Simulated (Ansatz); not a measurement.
# Lattice dynamics of SiTe2 monolayer (1T), part 3 of 3

Wanted: phonon frequencies of SiTe2 monolayer (1T) and what follows from them.

Ansatz 0.2.0; DFT PBEsol, scalar-relativistic, plane waves, PAW.

So far. Step 3 (Tight relaxation): The largest force component left is 0.30 meV/Å, within the tolerances set. Step 4 (Modes at Γ): Before it was imposed, the acoustic sum rule was missed by 4.3e-5 eV/Å². Small misses are needed for a sound result but don't prove that mesh and cutoff are converged. The lowest optical mode is real, 82.0 cm⁻¹.

## 5. Response at finite wavevector

Stability and thermal properties need the whole zone. Linear response on a 3×3×1 q mesh gives force constants as far as a supercell of that size would.

Input file input.yaml:

```yaml
crystal:
  lattice:
    - [3.7394202481, 0.0, 0.0]
    - [-1.869710124, 3.2384329303, 0.0]
    - [0.0, 0.0, 30.424]
  atoms:
    - { symbol: Si, position: [0.0, 0.0, 0.328687878] }
    - { symbol: Te, position: [0.3333333333, 0.6666666667, 0.381811638] }
    - { symbol: Te, position: [0.6666666667, 0.3333333333, 0.2755641179] }
  periodic: [true, true, false]
kpoints:
  mp_grid: { grid: [15, 15, 1] }
hamiltonian:
  xc: pbesol
scf:
  occupations: { method: methfessel_paxton, width: 0.15 }
output:
  eigenvalues: true
phonons:
  method: dfpt
  qmesh: [3, 3, 1]
  temperatures: { t_max: 1000, t_step: 50 }
  qpath:
    path:
      - [0.0, 0.0, 0.0]
      - [0.5, 0.0, 0.0]
      - [0.33333333, 0.33333333, 0.0]
      - [0.0, 0.0, 0.0]
    npoints: 10
```

Launch:

```sh
ansatz run input.yaml --threads 8 --pin off --max-ram 14336MiB --backend cpu --events-out ev --progress --plain --runs-dir out
```

Numbers of over 12 decimals in the logs are rounded to 6 here.

The log of the run:

```text
[...]
Crystal: 3 atoms, lattice volume = 368.430 Å³
Basis set: ecut = 420 eV, 7265 PW (Γ), exchange–correlation on 50×50×432 points (8 copies of the dense FFT grid, shifted against one another)
Bands: 22, of which v1, the nominal top of the filled ones, is band 18 counted from 1 (17 counted from 0)
Symmetry: 12 space group operations
k-points: 27 of 225 (irreducible under 6 space group operations, time reversal used)
[...]
SCF iter   1: F=—  HF=-14424.393238 eV  |F-HF|=—  |Δ(HF+E_count)|=         —  Δρ=1.28e-3  dr2=9.99e-3  ethr=1.77e-3  ⟨swp⟩=14.0  Hψ=4719  notcnv=0
[...]
SCF iter   9: F=-14424.391198 eV  HF=-14424.391198 eV  |F-HF|=7.28e-12  |Δ(HF+E_count)|=   1.04e-9  S|Δr|=    0.00e0  Δρ=1.56e-8  dr2=9.77e-13  ethr=1.00e-12  ⟨swp⟩=14.9  Hψ=4623  notcnv=0
SCF 1 converged in 9 iterations: F = -14424.391198 eV  dr2 = 9.77e-13
[...]
phonons: the bands overlap, so this run is a metal and interpolates without the dipole-dipole term. If the crystal is really an insulator or semiconductor, its LO-TO splitting is missing
NSCF: frozen V_eff on 27 k-points
WARN: eigensolver did not converge in 7 slots of this pass, the one above among them; of largest residual over every band (k=15): 1 band(s) unlocked (lowest unlocked band 21, counted from 0; max residual 8.72e-5 eV among the unlocked bands, 8.72e-5 eV over every band); of lowest unlocked band (k=3): band 21
[...]
DFPT response loops at q = (0, 0, 0) (fractional): preconditioner auto → none (partly filled bands, converged f_vac=0.751); β = 0.50; Broyden in place of MSR1
[...]
SCF converged after 9 iterations
[...]
Free energy (F): -14424.391198 eV
[...]
Internal energy: -14424.390348 eV  (E = F + TS)
E sigma→0 (E₀):  -14424.390985 eV
Entropy (-TS):   -0.000850 eV (-0.283 meV/atom)
Fermi energy:    -4.869084 eV
[...]
--- Band table (eV; the first three rows and the last of 27) ---
  k-point 0: bands = [... 14 lower, -5.3608, -5.3608, -4.7756, -4.7756, -3.3433, -1.6588, -1.4920, -1.4920]
  k-point 1: bands = [... 14 lower, -6.0567, -5.6391, -5.0926, -4.6349, -2.9258, -1.7240 (-1.7240°), -1.4215, -1.2243]
  k-point 2: bands = [... 14 lower, -6.7505, -6.1117, -5.8767, -4.5643, -2.8157, -1.7505, -1.1876, -0.5992]
  k-point 26: bands = [... 14 lower, -9.4759, -9.3134, -6.3451, -6.3451, -4.2465, -0.7961, -0.7961, -0.2337]
  ° read free of the cell's end (the report's vacuum.weakly_bound_levels)
--- Phonons (Γ-DFPT): 6 representative perturbations + reference (Σ response iterations 22) ---
  ASR residual: 4.460e-5 → 0.000e0 eV/Å²; symmetrization residual: 2.036e-6 eV/Å²
[...]
ASR residual per site (eV/Å²): 3.93e-6 4.46e-5 4.26e-5
  Γ frequencies (cm⁻¹): 0.00 0.00 0.00 81.99 81.99 147.70 205.73 205.73 304.09
--- Phonons (arbitrary-q DFPT): 3 irreducible q on the 3×3×1 mesh ---
  q = [0.0000, 0.0000, 0.0000] (star 1, of the zone-centre solve; hermiticity 4.73e-7, symmetrization 3.93e-11, taken by the last average 9.78e-8): -0.00 0.00 0.00 81.99 81.99 147.70 205.73 205.73 304.09
  q = [0.0000, 0.3333, 0.0000] (star 6, 9 solved perturbations on 120 of 225 k-point pairs; hermiticity 8.74e-7, symmetrization 1.76e-10, taken by the last average 1.65e-7): 44.59 44.63 73.91 87.80 113.84 126.63 229.11 251.18 299.55
  q = [0.3333, 0.3333, 0.0000] (star 2, 6 solved perturbations in 498 linear systems a pass and spin channel, the states on 120 of 225 k-point pairs; hermiticity 9.59e-7, symmetrization 2.49e-7, taken by the last average 4.02e-7): 53.50 103.51 104.48 104.48 108.06 108.06 223.19 278.88 278.88
  sum rule: each row above includes the acoustic sum rule's correction from the zone centre's row sums; it moved no ω² by more than (0.31 cm⁻¹)²
  mesh force constants: q→R imaginary residual 0.00e0; ASR residual 4.460e-5 → 0.000e0 eV/Å²; symmetrization residual 7.994e-15 eV/Å²
  interpolated dispersion: 31 rows × 9 modes
  density of states and harmonic sums: on the 21×21×1 q-mesh, interpolated from the force constants of a 3×3×1 supercell (no non-analytic term)
  largest difference from the sums on the solved wave vectors: F 3.63e-2 eV, S 4.69e-5 and C_V 1.06e-5 eV/K
  zero-point energy: 0.078696 eV/cell   skipped modes (ω ≤ 0): 14, of them read as no rigid motion or as one in doubt: 11 (2.041e-1 modes/cell left out, lowest -24.75 cm⁻¹)   left out of the sums: 2.34e-2 of the cell's modes: C_V's classical limit lies that fraction below 3 k_B per atom; for a crystal, a wire or a layer, F and S can be off by more, and a phonons.interpolated_qmesh denser along its periods is the remedy for the sampling
```

The job ended after 3.4 min (8 threads of Arm Neoverse V2, shared host; peak memory 2.8 GiB).

This step gave:

```
sum-rule residual before enforcement                    : 4.46e-5 eV/Å²
lowest frequency on the path                            : -24.48 cm⁻¹
highest frequency on the path or at a solved wavevector : 320.5 cm⁻¹
lowest mode on the q mesh (acoustic modes at Γ apart)   : 44.59 cm⁻¹
```

Frequencies (cm⁻¹) solved at each irreducible wavevector; negative means imaginary. Frequencies by wavevector, by row:

| q in reciprocal lattice units | star | mode 1 | mode 2 | mode 3 | mode 4 | mode 5 | mode 6 | mode 7 | mode 8 | mode 9 |
| --- | --- | --- | --- | --- | --- | --- | --- | --- | --- | --- |
| 0 0 0 | 1 | 0 | 0 | 0 | 82 | 82 | 147.7 | 205.7 | 205.7 | 304.1 |
| 0 0.3333 0 | 6 | 44.6 | 44.6 | 73.9 | 87.8 | 113.8 | 126.6 | 229.1 | 251.2 | 299.6 |
| 0.3333 0.3333 0 | 2 | 53.5 | 103.5 | 104.5 | 104.5 | 108.1 | 108.1 | 223.2 | 278.9 | 278.9 |

Interpolated from a 3×3×1 q mesh. Phonon branches along the path, in cm⁻¹:

| point | branch 1 | branch 2 | branch 3 | branch 4 | branch 5 | branch 6 | branch 7 | branch 8 | branch 9 |
| --- | --- | --- | --- | --- | --- | --- | --- | --- | --- |
| Γ | 0 | 0 | 0 | 82 | 82 | 148 | 206 | 206 | 304 |
| halfway | 14 | 43 | 74 | 76 | 109 | 133 | 222 | 257 | 285 |
| M | 40 | 74 | 74 | 97 | 113 | 120 | 234 | 236 | 320 |
| halfway | 57 | 74 | 97 | 101 | 111 | 115 | 229 | 250 | 307 |
| K | 54 | 104 | 104 | 104 | 108 | 108 | 223 | 279 | 279 |
| halfway | 23 | 59 | 73 | 89 | 107 | 129 | 225 | 272 | 274 |
| Γ | 0 | 0 | 0 | 82 | 82 | 148 | 206 | 206 | 304 |

The phonon branches as a text plot (rows in cm⁻¹):

```
    313 |               ************
    299 |*******    ****            **       *****         ******
    285 |       ****                  *******     **  *****
    270 |                             ***  **     ****
    256 |         ****             ***       *****    ***
    241 |       **    *************                      **
    227 |     **  ********  **************************     **
    213 |*********                                    ***********
    198 |
    184 |
    170 |
    155 |
    141 |*********                                    ***********
    126 |         **************                  ****
    112 |         ***************************************
     98 |   ******      ****************************     ****
     83 |*********  ****      ****  **         ******************
     69 |       ********************              *******
     55 |     **      ****     ****************     *******
     40 |   **  ***************                *****     ****
     26 | ******                                    **     *****
     11 | **      **                                         ***
     -3 |*                                                      *
    -17 | ********                                    **********
         Γ                   M           K                      Γ
```

Tetrahedra on a 21×21×1 mesh, mean over bins of 5 cm-1. Interpolated from a 3×3×1 q mesh. Table of phonon density of states by wavenumber; read off at these points:

| wavenumber (cm⁻¹) | phonon density of states (1/cm⁻¹/cell) |
| --- | --- |
| -28 | 1.5e-4 |
| -18 | 0.00753 |
| -8 | 0.00339 |
| 2 | 0.00303 |
| 12 | 0.00545 |
| 18 | 0.00718 |
| 28 | 0.0128 |
| 38 | 0.0217 |
| 48 | 0.0522 |
| 52 | 0.0662 |
| 58 | 0.0387 |
| 68 | 0.0327 |
| 78 | 0.0694 |
| 82 | 0.0730 |
| 88 | 0.0496 |
| 98 | 0.0774 |
| 102 | 0.0705 |
| 112 | 0.110 |
| 122 | 0.0473 |
| 132 | 0.0214 |
| 142 | 0.0138 |
| 152 | 0 |
| 162 | 0 |
| 172 | 0 |
| 182 | 0 |
| 192 | 0 |
| 198 | 0 |
| 208 | 0.0119 |
| 218 | 0.0189 |
| 228 | 0.0588 |
| 232 | 0.0836 |
| 238 | 0.0188 |
| 248 | 0.0250 |
| 258 | 0.0422 |
| 268 | 0.0122 |
| 278 | 0.00698 |
| 282 | 0.0204 |
| 292 | 0.0380 |
| 302 | 0.0247 |
| 312 | 0.0156 |
| 322 | 6.9e-4 |

The partial phonon density of states has structure finer than the step of the table below, so its rows give means over 10 cm⁻¹, whole bins alone (the curve runs from -34.8 to 339 cm⁻¹). Peaks (cm⁻¹: height): Si 231.2: 0.0677, 261.8: 0.0345, 294.7: 0.0343; Te -23.0: 0.0159, 49.9: 0.0528, 78.2: 0.0757, 111.1: 0.100.

Phonopy on the run's constants, 17x17x1 mesh, Gaussian sigma 2.7 cm-1. Interpolated from a 3×3×1 q mesh. Partial phonon density of states against wavenumber; means over each step; values in 1/cm⁻¹/cell:

| wavenumber (cm⁻¹) | Si | Te |
| --- | --- | --- |
| -20 | 0.00130 | 0.0119 |
| -10 | 2.3e-4 | 0.00211 |
| 0 | 2.8e-4 | 0.00244 |
| 10 | 5.3e-4 | 0.00481 |
| 20 | 8.5e-4 | 0.00802 |
| 30 | 0.00132 | 0.0131 |
| 40 | 0.00287 | 0.0306 |
| 50 | 0.00421 | 0.0501 |
| 60 | 0.00294 | 0.0388 |
| 70 | 0.00145 | 0.0373 |
| 80 | 0.00128 | 0.0677 |
| 90 | 9.6e-4 | 0.0540 |
| 100 | 8.5e-4 | 0.0704 |
| 110 | 0.00187 | 0.0884 |
| 120 | 6.7e-4 | 0.0504 |
| 130 | 3.7e-4 | 0.0254 |
| 140 | 2.1e-4 | 0.0149 |
| 150 | 2.7e-5 | 0.00359 |
| 160 | 0 | 8.0e-6 |
| 170 | 0 | 0 |
| 180 | 0 | 0 |
| 190 | 0 | 0 |
| 200 | 0.00111 | 1.1e-4 |
| 210 | 0.0122 | 0.00116 |
| 220 | 0.0246 | 0.00214 |
| 230 | 0.0554 | 0.00576 |
| 240 | 0.0252 | 0.00266 |
| 250 | 0.0266 | 0.00226 |
| 260 | 0.0291 | 0.00225 |
| 270 | 0.00909 | 6.6e-4 |
| 280 | 0.0137 | 0.00109 |
| 290 | 0.0300 | 0.00201 |
| 300 | 0.0263 | 0.00150 |
| 310 | 0.0163 | 6.8e-4 |
| 320 | 0.00777 | 3.0e-4 |
| 330 | 1.2e-4 | 4.2e-6 |

Symmetry leaves 3 wavevectors to solve. The lowest mode among them, the acoustic zeros apart, lies at q = (0, 0.333, 0) and is real, 44.6 cm⁻¹. Between them the interpolated path dips to 24i cm⁻¹.

## 6. Another isotope, element Si, natural mass 28.085 amu

An isotope changes the mass and not the force constants, so no new electronic calculation is needed; the shifts show which modes move this element.

The same force constants with the mass of Si changed from 28.085 to 29.974 u (phonopy, no LO-TO term). Both lists are sorted by frequency; levels can cross, so a row need not hold one and the same mode. Modes under 3 cm⁻¹ are left out. Isotope shifts, by row:

| q | rank | natural mass (cm⁻¹) | changed mass (cm⁻¹) |
| --- | --- | --- | --- |
| 0 0 0 | 4 | 81.99 | 81.99 |
| 0 0 0 | 5 | 81.99 | 81.99 |
| 0 0 0 | 6 | 147.7 | 147.7 |
| 0 0 0 | 7 | 205.7 | 199.8 |
| 0 0 0 | 8 | 205.7 | 199.8 |
| 0 0 0 | 9 | 304.1 | 295.3 |
| 0 0.3333 0 | 1 | 44.59 | 44.46 |
| 0 0.3333 0 | 2 | 44.63 | 44.46 |
| 0 0.3333 0 | 3 | 73.91 | 73.9 |
| 0 0.3333 0 | 4 | 87.8 | 87.77 |
| 0 0.3333 0 | 5 | 113.8 | 113.8 |
| 0 0.3333 0 | 6 | 126.6 | 126.6 |
| 0 0.3333 0 | 7 | 229.1 | 222.4 |
| 0 0.3333 0 | 8 | 251.2 | 243.9 |
| 0 0.3333 0 | 9 | 299.6 | 290.4 |
| 0.3333 0.3333 0 | 1 | 53.5 | 53.39 |
| 0.3333 0.3333 0 | 2 | 103.5 | 103.5 |
| 0.3333 0.3333 0 | 3 | 104.5 | 104.4 |
| 0.3333 0.3333 0 | 4 | 104.5 | 104.4 |
| 0.3333 0.3333 0 | 5 | 108.1 | 108 |
| 0.3333 0.3333 0 | 6 | 108.1 | 108 |
| 0.3333 0.3333 0 | 7 | 223.2 | 216.5 |
| 0.3333 0.3333 0 | 8 | 278.9 | 270.4 |
| 0.3333 0.3333 0 | 9 | 278.9 | 270.4 |

A mode of this element alone would shift by -3.20 %. The highest zone-centre frequency without the field goes from 304.1 to 295.3 cm⁻¹ (-2.9 %). The product of the frequency ratios over all optical modes at Γ is 0.916; the product rule, (m/m′)^(3k/2) (M′/M)^(3/2) with k = 1 such atoms and M the mass of the cell, gives 0.916.

## 7. Another isotope, element Te, natural mass 127.6 amu

The same for Te, from 127.60 to 129.91 u.

The same force constants with the mass of Te changed from 127.600 to 129.906 u (phonopy, no LO-TO term). Both lists are sorted by frequency; levels can cross, so a row need not hold one and the same mode. Modes under 3 cm⁻¹ are left out. Isotope shifts, by row:

| q | rank | natural mass (cm⁻¹) | changed mass (cm⁻¹) |
| --- | --- | --- | --- |
| 0 0 0 | 4 | 81.99 | 81.26 |
| 0 0 0 | 5 | 81.99 | 81.26 |
| 0 0 0 | 6 | 147.7 | 146.4 |
| 0 0 0 | 7 | 205.7 | 205.5 |
| 0 0 0 | 8 | 205.7 | 205.5 |
| 0 0 0 | 9 | 304.1 | 303.8 |
| 0 0.3333 0 | 1 | 44.59 | 44.23 |
| 0 0.3333 0 | 2 | 44.63 | 44.28 |
| 0 0.3333 0 | 3 | 73.91 | 73.25 |
| 0 0.3333 0 | 4 | 87.8 | 87.02 |
| 0 0.3333 0 | 5 | 113.8 | 112.8 |
| 0 0.3333 0 | 6 | 126.6 | 125.5 |
| 0 0.3333 0 | 7 | 229.1 | 228.9 |
| 0 0.3333 0 | 8 | 251.2 | 251 |
| 0 0.3333 0 | 9 | 299.6 | 299.4 |
| 0.3333 0.3333 0 | 1 | 53.5 | 53.06 |
| 0.3333 0.3333 0 | 2 | 103.5 | 102.6 |
| 0.3333 0.3333 0 | 3 | 104.5 | 103.6 |
| 0.3333 0.3333 0 | 4 | 104.5 | 103.6 |
| 0.3333 0.3333 0 | 5 | 108.1 | 107.1 |
| 0.3333 0.3333 0 | 6 | 108.1 | 107.1 |
| 0.3333 0.3333 0 | 7 | 223.2 | 223.1 |
| 0.3333 0.3333 0 | 8 | 278.9 | 278.8 |
| 0.3333 0.3333 0 | 9 | 278.9 | 278.8 |

A mode of this element alone would shift by -0.89 %. The highest zone-centre frequency without the field goes from 304.1 to 303.8 cm⁻¹ (-0.1 %). The product of the frequency ratios over all optical modes at Γ is 0.971; the product rule, (m/m′)^(3k/2) (M′/M)^(3/2) with k = 2 such atoms and M the mass of the cell, gives 0.971.

## 8. Summary of results

```
space group after relaxation (within 0.01 Å)            : P-3m1
area per atom                                           : 4.04 Å²
electronic character                                    : no gap on this mesh
highest optical mode at the zone centre (no LO-TO term) : 304 cm⁻¹
lowest optical zone-centre mode                         : 82.0 cm⁻¹
lowest mode on the q mesh (acoustic modes at Γ apart)   : 44.6 cm⁻¹
highest frequency on the path or at a solved wavevector : 320 cm⁻¹
imaginary modes on the 3×3×1 q mesh                     : none
```

**Reading.** No mode is imaginary at the 3 irreducible wavevectors solved, but between them the interpolated path dips to 24.5i cm⁻¹, so stability is not settled. The optical modes at Γ span 82 to 304 cm⁻¹. The highest mode in this list at Γ, 304.1 cm⁻¹, is mostly motion of Si (90 % of the kinetic energy). The interpolated path dips to 24i cm⁻¹ between the solved wavevectors, which may come from the interpolation; a denser q mesh would tell. With no gap, or one that is small against the smearing, the frequencies hang on the k mesh and the smearing, most of all near Kohn anomalies. In a sheet or slab the interpolated bending branch near Γ is rough, since the rotational sum rule isn't imposed. Spin-orbit coupling is left out, which can matter for the heavy elements here. A phonon run warned that its eigensolver left some bands unconverged in a pass. The starting cell was built on a prototype and not taken from a measurement. These are harmonic frequencies at zero temperature: anharmonic shifts, linewidths and thermal expansion are left out.

[Logs are printed without paths, hosts, clocks, repeated set-up lines and the standing remarks that a program may print on its own settings, such as how far it seeks lower states.]

[Hosts, paths, dates, database ids (printed as entryN), source tags and the programs' standing remarks are cut or masked in the printed files.]
